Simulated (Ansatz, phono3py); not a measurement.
# ZnO (zincite, P6_3mc): thermal conductivity with phono3py, part 4 of 5

The second- and third-order constants of ZnO (zincite) come from an earlier supercell run; what does phono3py make of them?

What experiment has found for this phase:
- thermal conductivity 60 W/m/K near room temperature (given in “Combining the AFLOW GIBBS and Elastic Libraries to efficiently and robustly screen thermo-mechanical properties of solids”, 2017, arXiv:1611.05714)

Ansatz 0.2.0 and phono3py 4.10.0; DFT r2SCAN, scalar-relativistic, plane waves, PAW; PAW set soft_1 (the session's first sound run).

So far, κ at 300 K (W/m/K): step 3 (relaxation-time solution) 41.9; step 10 (q-mesh of the transport sums 21×21×11) 42.1; step 11 (q-mesh of the transport sums 25×25×13) 41.9; step 13 (boundary mean free path 0.01 micrometre) 7.39; step 14 (boundary mean free path 0.1 micrometre) 22.3.

### 16. Adding coherences, third order supercell 3×3×2, supercell 3×3×2

Level of this step: DFT r2SCAN, scalar-relativistic, plane waves, PAW; PAW set soft_1; phono3py on Ansatz's force constants (phono3py).

Close branches can carry heat by tunnelling between them, which the particle picture leaves out.

phono3py.yaml

```yaml
phono3py:
  version: "4.10.0"
  frequency_unit_conversion_factor: 15.633302
  symmetry_tolerance: 1.00000e-05

physical_unit:
  atomic_mass: "AMU"
  length: "angstrom"

space_group:
  type: "P6_3mc"
  number: 186
  Hall_symbol: "P 6c -2c"

primitive_matrix:
- [  1.000000000000000,  0.000000000000000,  0.000000000000000 ]
- [  0.000000000000000,  1.000000000000000,  0.000000000000000 ]
- [  0.000000000000000,  0.000000000000000,  1.000000000000000 ]

supercell_matrix:
- [   3,   0,   0 ]
- [   0,   3,   0 ]
- [   0,   0,   2 ]

# [primitive_cell block left out]
unit_cell:
  lattice:
  - [     3.235278434611806,     0.000000000000000,     0.000000000000000 ] # a
  - [    -1.617639217305903,     2.801833312689776,     0.000000000000000 ] # b
  - [     0.000000000000000,     0.000000000000000,     5.211218981100000 ] # c
  points:
  - symbol: Zn # 1
    coordinates: [  0.333333333333333,  0.666666666666667,  0.499671518400000 ]
    mass: 65.380000
    reduced_to: 1
  - symbol: Zn # 2
    coordinates: [  0.666666666666667,  0.333333333333333, -0.000328481600000 ]
    mass: 65.380000
    reduced_to: 2
  - symbol: O # 3
    coordinates: [  0.666666666666667,  0.333333333333333,  0.379338481600000 ]
    mass: 15.999000
    reduced_to: 3
  - symbol: O # 4
    coordinates: [  0.333333333333333,  0.666666666666667,  0.879338481600000 ]
    mass: 15.999000
    reduced_to: 4

# [supercell block left out]
phonon_supercell_matrix:
- [   3,   0,   0 ]
- [   0,   3,   0 ]
- [   0,   0,   2 ]

# [phonon_primitive_cell block left out]
# [phonon_supercell block left out]
nac:
  born_effective_charge:
  - # 1 (Zn)
    - [  2.087571553294039,  0.000000000000000,  0.000000000000000 ]
    - [  0.000000000000000,  2.087571553294039,  0.000000000000000 ]
    - [  0.000000000000001,  0.000000000000000,  2.137260761707632 ]
  - # 2 (Zn)
    - [  2.087571553294039,  0.000000000000000,  0.000000000000001 ]
    - [  0.000000000000000,  2.087571553294039,  0.000000000000000 ]
    - [  0.000000000000001,  0.000000000000000,  2.137260761707632 ]
  - # 3 (O)
    - [ -2.087571553294039,  0.000000000000000, -0.000000000000001 ]
    - [  0.000000000000000, -2.087571553294039,  0.000000000000000 ]
    - [  0.000000000000000,  0.000000000000000, -2.137260761707632 ]
  - # 4 (O)
    - [ -2.087571553294038,  0.000000000000000, -0.000000000000001 ]
    - [  0.000000000000000, -2.087571553294040,  0.000000000000000 ]
    - [ -0.000000000000001,  0.000000000000000, -2.137260761707632 ]
  dielectric_constant:
    - [  4.336310970629733,  0.000000000000000,  0.000000000000001 ]
    - [  0.000000000000000,  4.336310970629734,  0.000000000000000 ]
    - [  0.000000000000001,  0.000000000000000,  4.398728070535258 ]
  unit_conversion_factor: 14.399645
```

Run with:

```bash
$ phono3py phono3py.yaml --mesh 17 17 9 --br --isotope --tt smm19 --ts 100 150 200 300 400 500 600 800
```

The program printed:

```text
[banner, memory and clock lines left out]
Rust backend (phonors) using rayon (8 threads).
Running in phono3py.load mode.
Spglib version 2.8.0
----------------------------- General settings -----------------------------
Run mode: conductivity-RTA
HDF5 data compression filter: gzip
Crystal structure was read from "phono3py.yaml".
Supercell (dim): [3 3 2]
Phonon supercell (dim-fc2): [3 3 2]
Primitive matrix:
  [1. 0. 0.]
  [0. 1. 0.]
  [0. 0. 1.]
Spacegroup: P6_3mc (186)
Use -v option to watch primitive cell, unit cell, and supercell structures.
NAC parameters were read from "phono3py.yaml".
fc3 was read from "fc3.hdf5".
fc2 was read from "fc2.hdf5".
----------------------------- Force constants ------------------------------
Max drift of fc3: -0.00000200 (xxy) -0.00000200 (xxy) -0.00000200 (xyx)
Max drift of fc2: 0.00000600 (zz) 0.00000600 (zz)
--------------------------- Calculation settings ---------------------------
Non-analytical term correction (NAC): True
NAC unit conversion factor:  14.39964
BZ integration: Tetrahedron-method
Temperature:  100.0  150.0  200.0  300.0  400.0 ... 800.0
Cutoff frequency: 0.01
Mesh sampling: [ 17 17 9 ]
Generating grid system ... [ 17 17 9 ]
fc3-r2q-transformation over three atoms: True
Optional transport type: SMM19
--------------------------- Phonon calculations ----------------------------
  PRB 50, 13035(R) (1994), PRB 55, 10355 (1997)
  G-cutoff distance: 1.15, Number of G-points: 311, Lambda: 0.25
Running harmonic phonon calculations...
-------------------- Lattice thermal conductivity (RTA) --------------------
Running heat capacity calculations...
Running velocity calculations...
Running isotope scattering calculations with tetrahedron method...
======================= Grid point 0 (1/165) =======================
q-point: ( 0.00  0.00  0.00)
Boundary mean free path (millimeter): 1000.000
Mass variance parameters: 5.98e-04 5.98e-04 3.36e-05 3.36e-05
Number of triplets: 165
Frequency     group velocity (x, y, z)     |gv|
  -0.002   (   0.000    0.000    0.000)    0.000
   0.004   (   0.000   -0.000    0.000)    0.000
   0.006   (   0.000    0.000    0.000)    0.000
   2.752   (   0.000    0.000    0.000)    0.000
   2.752   (   0.000   -0.000    0.000)    0.000
   7.737   (   0.000   -0.000    0.000)    0.000
  11.161   (   0.000    0.000    0.000)    0.000
  11.833   (   0.000   -0.000    0.000)    0.000
  11.833   (   0.000    0.000    0.000)    0.000
  12.800   (   0.000   -0.000    0.000)    0.000
  12.800   (   0.000    0.000    0.000)    0.000
  16.266   (   0.000   -0.000    0.000)    0.000
======================= Grid point 1 (2/165) =======================
q-point: ( 0.06  0.00  0.00)
Boundary mean free path (millimeter): 1000.000
Mass variance parameters: 5.98e-04 5.98e-04 3.36e-05 3.36e-05
Number of triplets: 405
Frequency     group velocity (x, y, z)     |gv|
   0.474   (  19.470   11.241    0.000)   22.481
   0.505   (  24.765   14.298    0.000)   28.596
   1.225   (  48.662   28.095    0.000)   56.190
   2.756   (   0.529    0.305    0.000)    0.611
[...]
[162 grid points left out]
======================= Grid point 1321 (165/165) =======================
q-point: ( 0.35  0.29  0.44)
Boundary mean free path (millimeter): 1000.000
Mass variance parameters: 5.98e-04 5.98e-04 3.36e-05 3.36e-05
Number of triplets: 693
Frequency     group velocity (x, y, z)     |gv|
[...]
7.611   (   0.162   -0.280    4.094)    4.107
   7.636   (   1.117   -1.934    1.815)    2.878
  13.067   (  -0.451    0.781   -1.224)    1.520
  13.117   (   1.507   -2.609   -5.819)    6.553
  14.879   (  -4.536    7.856   10.944)   14.214
  15.105   (  -5.015    8.686  -10.037)   14.189
  15.942   (   2.794   -4.840    2.083)    5.964
  15.958   (   3.647   -6.318    0.610)    7.320
=================== End of collection of collisions ===================
----------- Thermal conductivity (W/m-k) with tetrahedron method -----------
#          T(K)        xx         yy         zz         yz         xz         xy
K_intra   100.0     129.019    129.019    149.711      0.000      0.000     -0.000
K_intra   150.0      86.601     86.601     97.562      0.000      0.000     -0.000
K_intra   200.0      63.309     63.309     70.078      0.000      0.000     -0.000
K_intra   300.0      40.682     40.682     44.344      0.000      0.000     -0.000
K_intra   400.0      30.049     30.049     32.563      0.000      0.000     -0.000
K_intra   500.0      23.898     23.898     25.824      0.000      0.000     -0.000
K_intra   600.0      19.874     19.874     21.442      0.000      0.000     -0.000
K_intra   800.0      14.905     14.905     16.054      0.000      0.000     -0.000

K_inter   100.0       0.015      0.015      0.011     -0.000      0.000     -0.000
K_inter   150.0       0.033      0.033      0.027     -0.000      0.000     -0.000
K_inter   200.0       0.053      0.053      0.046     -0.000      0.000     -0.000
K_inter   300.0       0.088      0.088      0.082     -0.000      0.000     -0.000
K_inter   400.0       0.117      0.117      0.112     -0.000      0.000     -0.000
K_inter   500.0       0.140      0.140      0.137     -0.000      0.000     -0.000
K_inter   600.0       0.160      0.160      0.158     -0.000      0.000     -0.000
K_inter   800.0       0.195      0.195      0.195     -0.000      0.000     -0.000

K_TOT     100.0     129.034    129.034    149.722      0.000      0.000     -0.000
K_TOT     150.0      86.633     86.633     97.588      0.000      0.000     -0.000
K_TOT     200.0      63.362     63.362     70.123      0.000      0.000     -0.000
K_TOT     300.0      40.770     40.770     44.426      0.000      0.000     -0.000
K_TOT     400.0      30.166     30.166     32.675      0.000      0.000     -0.000
K_TOT     500.0      24.038     24.038     25.961      0.000      0.000     -0.000
K_TOT     600.0      20.034     20.034     21.600      0.000      0.000     -0.000
K_TOT     800.0      15.100     15.100     16.248      0.000      0.000     -0.000

Thermal conductivity related properties were written into
"kappa-m17179.hdf5".
Summary of calculation was written in "phono3py.yaml".
```

The job ended after 38 s (8 threads of Intel Xeon at 2.70GHz, shared host; peak memory 0.11 GiB).

This step gave:

| Quantity | Value |
| --- | --- |
| κ at 300 K | 41.99 W/m/K |
| κ xx, yy, zz at 300 K | 40.77, 40.77, 44.43 W/m/K |

W/m/K. Kappa, by row:

| T (K) | xx | yy | zz | yz | xz | xy | intra mean | inter mean |
| --- | --- | --- | --- | --- | --- | --- | --- | --- |
| 100 | 129 | 129 | 149.7 | 0 | 0 | 0 | 135.9 | 0.01357 |
| 150 | 86.63 | 86.63 | 97.59 | 0 | 0 | 0 | 90.25 | 0.03059 |
| 200 | 63.36 | 63.36 | 70.12 | 0 | 0 | 0 | 65.57 | 0.05033 |
| 300 | 40.77 | 40.77 | 44.43 | 0 | 0 | 0 | 41.9 | 0.08619 |
| 400 | 30.17 | 30.17 | 32.68 | 0 | 0 | 0 | 30.89 | 0.115 |
| 500 | 24.04 | 24.04 | 25.96 | 0 | 0 | 0 | 24.54 | 0.1389 |
| 600 | 20.03 | 20.03 | 21.6 | 0 | 0 | 0 | 20.4 | 0.1595 |
| 800 | 15.1 | 15.1 | 16.25 | 0 | 0 | 0 | 15.29 | 0.1947 |

κ at 300 K goes from 41.9 in the base run to 42.0 W/(m K).

### 17. Gaussian smearing, third order supercell 3×3×2, supercell 3×3×2

A Gaussian replaces the tetrahedron method for energy conservation; its width must match the mesh.

phono3py.yaml is that of step 16.

Run with:

```bash
$ phono3py phono3py.yaml --mesh 17 17 9 --br --isotope --sigma 0.2 --ts 100 300 600
```

The program printed:

```text
[banner, memory and clock lines left out]
Rust backend (phonors) using rayon (8 threads).
Running in phono3py.load mode.
Spglib version 2.8.0
----------------------------- General settings -----------------------------
Run mode: conductivity-RTA
HDF5 data compression filter: gzip
Crystal structure was read from "phono3py.yaml".
Supercell (dim): [3 3 2]
Phonon supercell (dim-fc2): [3 3 2]
Primitive matrix:
  [1. 0. 0.]
  [0. 1. 0.]
  [0. 0. 1.]
Spacegroup: P6_3mc (186)
Use -v option to watch primitive cell, unit cell, and supercell structures.
NAC parameters were read from "phono3py.yaml".
fc3 was read from "fc3.hdf5".
fc2 was read from "fc2.hdf5".
----------------------------- Force constants ------------------------------
Max drift of fc3: -0.00000200 (xxy) -0.00000200 (xxy) -0.00000200 (xyx)
Max drift of fc2: 0.00000600 (zz) 0.00000600 (zz)
--------------------------- Calculation settings ---------------------------
Non-analytical term correction (NAC): True
NAC unit conversion factor:  14.39964
BZ integration: Smearing=0.2
Temperature:  100.0  300.0  600.0
Cutoff frequency: 0.01
Mesh sampling: [ 17 17 9 ]
Generating grid system ... [ 17 17 9 ]
fc3-r2q-transformation over three atoms: True
--------------------------- Phonon calculations ----------------------------
  PRB 50, 13035(R) (1994), PRB 55, 10355 (1997)
  G-cutoff distance: 1.15, Number of G-points: 311, Lambda: 0.25
Running harmonic phonon calculations...
-------------------- Lattice thermal conductivity (RTA) --------------------
Running heat capacity calculations...
Running velocity calculations...
Running isotope scattering calculations sigma=0.2...
======================= Grid point 0 (1/165) =======================
q-point: ( 0.00  0.00  0.00)
Boundary mean free path (millimeter): 1000.000
Mass variance parameters: 5.98e-04 5.98e-04 3.36e-05 3.36e-05
Number of triplets: 165
Frequency     group velocity (x, y, z)     |gv|
  -0.002   (   0.000    0.000    0.000)    0.000
   0.004   (   0.000   -0.000    0.000)    0.000
   0.006   (  -0.000    0.000    0.000)    0.000
   2.752   (   0.000    0.000   -0.000)    0.000
   2.752   (   0.000    0.000    0.000)    0.000
   7.737   (   0.000    0.000    0.000)    0.000
  11.161   (   0.000   -0.000    0.000)    0.000
  11.833   (   0.000   -0.000    0.000)    0.000
  11.833   (   0.000    0.000   -0.000)    0.000
  12.800   (  -0.000   -0.000   -0.000)    0.000
  12.800   (   0.000   -0.000    0.000)    0.000
  16.266   (   0.000    0.000   -0.000)    0.000
======================= Grid point 1 (2/165) =======================
q-point: ( 0.06  0.00  0.00)
Boundary mean free path (millimeter): 1000.000
Mass variance parameters: 5.98e-04 5.98e-04 3.36e-05 3.36e-05
Number of triplets: 405
Frequency     group velocity (x, y, z)     |gv|
   0.474   (  19.470   11.241    0.000)   22.481
   0.505   (  24.765   14.298    0.000)   28.596
   1.225   (  48.662   28.095    0.000)   56.190
   2.756   (   0.529    0.305    0.000)    0.611
[...]
[162 grid points left out]
======================= Grid point 1321 (165/165) =======================
q-point: ( 0.35  0.29  0.44)
Boundary mean free path (millimeter): 1000.000
Mass variance parameters: 5.98e-04 5.98e-04 3.36e-05 3.36e-05
Number of triplets: 693
Frequency     group velocity (x, y, z)     |gv|
[...]
7.611   (   0.162   -0.280    4.094)    4.107
   7.636   (   1.117   -1.934    1.815)    2.878
  13.067   (  -0.451    0.781   -1.224)    1.520
  13.117   (   1.507   -2.609   -5.819)    6.553
  14.879   (  -4.536    7.856   10.944)   14.214
  15.105   (  -5.015    8.686  -10.037)   14.189
  15.942   (   2.794   -4.840    2.083)    5.964
  15.958   (   3.647   -6.318    0.610)    7.320
=================== End of collection of collisions ===================
----------- Thermal conductivity (W/m-k) for sigma=0.2 -----------
#  T(K)        xx         yy         zz         yz         xz         xy
  100.0     120.841    120.841    142.856      0.000      0.000     -0.000
  300.0      38.791     38.791     42.905      0.000      0.000     -0.000
  600.0      18.996     18.996     20.744      0.000      0.000     -0.000

Thermal conductivity related properties and sigma 0.2
were written into "kappa-m17179-s0.2.hdf5".
Summary of calculation was written in "phono3py.yaml".
```

It took 32 s on 8 threads; peak memory 0.1 GiB; 4 min of CPU time.

Numbers from this step:

```
κ at 300 K            : 40.16 W/m/K
κ xx, yy, zz at 300 K : 38.79, 38.79, 42.9 W/m/K
```

W/m/K. Kappa, by row:

| T (K) | xx | yy | zz | yz | xz | xy |
| --- | --- | --- | --- | --- | --- | --- |
| 100 | 120.8 | 120.8 | 142.9 | 0 | 0 | 0 |
| 300 | 38.79 | 38.79 | 42.9 | 0 | 0 | 0 |
| 600 | 19 | 19 | 20.74 | 0 | 0 | 0 |

With a width of 0.2 THz κ at 300 K is 40.2 W/(m K), -4.2 % from the tetrahedron value.

Between step 3 and this run (delta function Gaussian and sigma 0.2 THz) the value for the κ at 300 K moves from 41.9 W/m/K to 40.2 W/m/K (-4 %).

### 18. Gaussian smearing, third order supercell 3×3×2, supercell 3×3×2 (run 2)

A Gaussian replaces the tetrahedron method for energy conservation; its width must match the mesh.

phono3py.yaml is that of step 17.

Run with:

```bash
$ phono3py phono3py.yaml --mesh 17 17 9 --br --isotope --sigma 0.4 --ts 100 300 600
```

The program printed:

```text
[banner, memory and clock lines left out]
Rust backend (phonors) using rayon (8 threads).
Running in phono3py.load mode.
Spglib version 2.8.0
----------------------------- General settings -----------------------------
Run mode: conductivity-RTA
HDF5 data compression filter: gzip
Crystal structure was read from "phono3py.yaml".
Supercell (dim): [3 3 2]
Phonon supercell (dim-fc2): [3 3 2]
Primitive matrix:
  [1. 0. 0.]
  [0. 1. 0.]
  [0. 0. 1.]
Spacegroup: P6_3mc (186)
Use -v option to watch primitive cell, unit cell, and supercell structures.
[...]
15.942   (   2.794   -4.840    2.083)    5.964
  15.958   (   3.647   -6.318    0.610)    7.320
=================== End of collection of collisions ===================
----------- Thermal conductivity (W/m-k) for sigma=0.4 -----------
#  T(K)        xx         yy         zz         yz         xz         xy
  100.0     113.671    113.671    132.761      0.000      0.000     -0.000
  300.0      36.430     36.430     39.931      0.000      0.000     -0.000
  600.0      17.837     17.837     19.348      0.000      0.000     -0.000

Thermal conductivity related properties and sigma 0.4
were written into "kappa-m17179-s0.4.hdf5".
Summary of calculation was written in "phono3py.yaml".
```

Elapsed: 37 s, on 8 threads; peak memory 0.1 GiB; 4.7 min of CPU time.

This step gave:

- κ at 300 K: 37.6 W/m/K
- κ xx, yy, zz at 300 K: 36.43, 36.43, 39.93 W/m/K

W/m/K. Kappa, by row:

| T (K) | xx | yy | zz | yz | xz | xy |
| --- | --- | --- | --- | --- | --- | --- |
| 100 | 113.7 | 113.7 | 132.8 | 0 | 0 | 0 |
| 300 | 36.43 | 36.43 | 39.93 | 0 | 0 | 0 |
| 600 | 17.84 | 17.84 | 19.35 | 0 | 0 | 0 |

With a width of 0.4 THz κ at 300 K is 37.6 W/(m K), -10.3 % from the tetrahedron value; a width this large blurs energy conservation.

Between step 17 and this run (sigma 0.4 THz) the value for the κ at 300 K moves from 40.2 W/m/K to 37.6 W/m/K (-6 %).

### 19. Two-phonon phase space, third order supercell 3×3×2, supercell 3×3×2

The two-phonon density of states counts the channels open to a mode, without matrix elements.

phono3py.yaml is that of step 18.

Run with:

```bash
$ phono3py phono3py.yaml --mesh 25 25 13 --jdos --gp 0 --num-freq-points 80
```

The program printed:

```text
[banner, memory and clock lines left out]
Rust backend (phonors) using rayon (8 threads).
Running in phono3py.load mode.
Spglib version 2.8.0
----------------------------- General settings -----------------------------
Run mode: jdos
HDF5 data compression filter: gzip
Crystal structure was read from "phono3py.yaml".
Supercell (dim): [3 3 2]
Phonon supercell (dim-fc2): [3 3 2]
Primitive matrix:
  [1. 0. 0.]
  [0. 1. 0.]
  [0. 0. 1.]
Spacegroup: P6_3mc (186)
Use -v option to watch primitive cell, unit cell, and supercell structures.
NAC parameters were read from "phono3py.yaml".
fc3 was read from "fc3.hdf5".
fc2 was read from "fc2.hdf5".
----------------------------- Force constants ------------------------------
Max drift of fc3: -0.00000200 (xxy) -0.00000200 (xxy) -0.00000200 (xyx)
Max drift of fc2: 0.00000600 (zz) 0.00000600 (zz)
--------------------------- Calculation settings ---------------------------
Non-analytical term correction (NAC): True
NAC unit conversion factor:  14.39964
BZ integration: Tetrahedron-method
Cutoff frequency: 0.01
Number of frequency sampling points: 80
Mesh sampling: [ 25 25 13 ]
Generating grid system ... [ 25 25 13 ]
  PRB 50, 13035(R) (1994), PRB 55, 10355 (1997)
  G-cutoff distance: 1.15, Number of G-points: 311, Lambda: 0.25
--------------------------------- Joint DOS ---------------------------------
Running harmonic phonon calculations...
======================= Grid point 0 (1/1) =======================
q-point: ( 0.00  0.00  0.00)
Number of triplets: 455
Frequency
  -0.002
   0.004
   0.006
   2.752
   2.752
   7.737
  11.161
  11.833
  11.833
  12.800
  12.800
  16.266
Tetrahedron method is used.
Calculations at 80 frequency points are divided into 8 batches.
1/8: [ 1  2  3  4  5  6  7  8  9 10]
2/8: [11 12 13 14 15 16 17 18 19 20]
3/8: [21 22 23 24 25 26 27 28 29 30]
4/8: [31 32 33 34 35 36 37 38 39 40]
5/8: [41 42 43 44 45 46 47 48 49 50]
6/8: [51 52 53 54 55 56 57 58 59 60]
7/8: [61 62 63 64 65 66 67 68 69 70]
8/8: [71 72 73 74 75 76 77 78 79 80]
JDOS is written into "jdos-m252513-g0.dat".
```

It took 1.4 s on 8 threads; peak memory 0.14 GiB; 3 s of CPU time.

Joint density of states at Gamma against frequency; read off at these points:

| frequency (THz) | absorption class (1/THz) | decay class (1/THz) |
| --- | --- | --- |
| 0.0 | 0 | 0 |
| 0.4 | 23.1 | 0.00258 |
| 0.9 | 15.5 | 0.0169 |
| 1.7 | 11.5 | 0.0708 |
| 2.6 | 11.3 | 0.169 |
| 3.0 | 14.1 | 0.242 |
| 3.9 | 9.00 | 0.683 |
| 4.7 | 4.74 | 1.38 |
| 5.6 | 5.42 | 2.43 |
| 6.5 | 6.41 | 4.42 |
| 7.3 | 4.58 | 5.22 |
| 8.2 | 4.40 | 4.14 |
| 9.0 | 10.8 | 3.63 |
| 9.9 | 18.6 | 3.48 |
| 11.2 | 7.97 | 4.92 |
| 12.1 | 6.22 | 2.69 |
| 12.9 | 6.16 | 0.760 |
| 13.3 | 8.86 | 1.10 |
| 13.8 | 3.52 | 1.72 |
| 14.6 | 1.03 | 4.36 |
| 15.5 | 0.324 | 5.42 |
| 16.4 | 0.0337 | 8.31 |
| 17.6 | 0 | 10.5 |
| 18.5 | 0 | 7.31 |
| 19.4 | 0 | 12.2 |
| 20.2 | 0 | 10.1 |
| 21.1 | 0 | 7.47 |
| 21.9 | 0 | 3.91 |
| 22.8 | 0 | 2.76 |
| 24.1 | 0 | 3.53 |
| 25.0 | 0 | 1.78 |
| 25.8 | 0 | 3.22 |
| 26.7 | 0 | 4.33 |
| 27.6 | 0 | 6.02 |
| 28.4 | 0 | 3.79 |
| 29.3 | 0 | 10.1 |
| 30.1 | 0 | 6.43 |
| 31.4 | 0 | 0.909 |
| 32.3 | 0 | 2.34 |
| 33.1 | 0 | 1.43 |
| 34.0 | 0 | 0 |

Distinct peaks of the joint density of states at Gamma (absorption class) stand at 0.4, 3.0, 6.5, 9.9 and 13.3 THz; the one at 0.43 THz is strongest.

[end of part 4 of 5]

[Logs are printed without paths, hosts, clocks, repeated set-up lines and the standing remarks that a program may print on its own settings, such as how far it seeks lower states.]

[Hosts, paths, dates, database ids (printed as entryN), source tags and the programs' standing remarks are cut or masked in the printed files.]

[A step with changed settings may run another functional than the one named; its input shows which.]
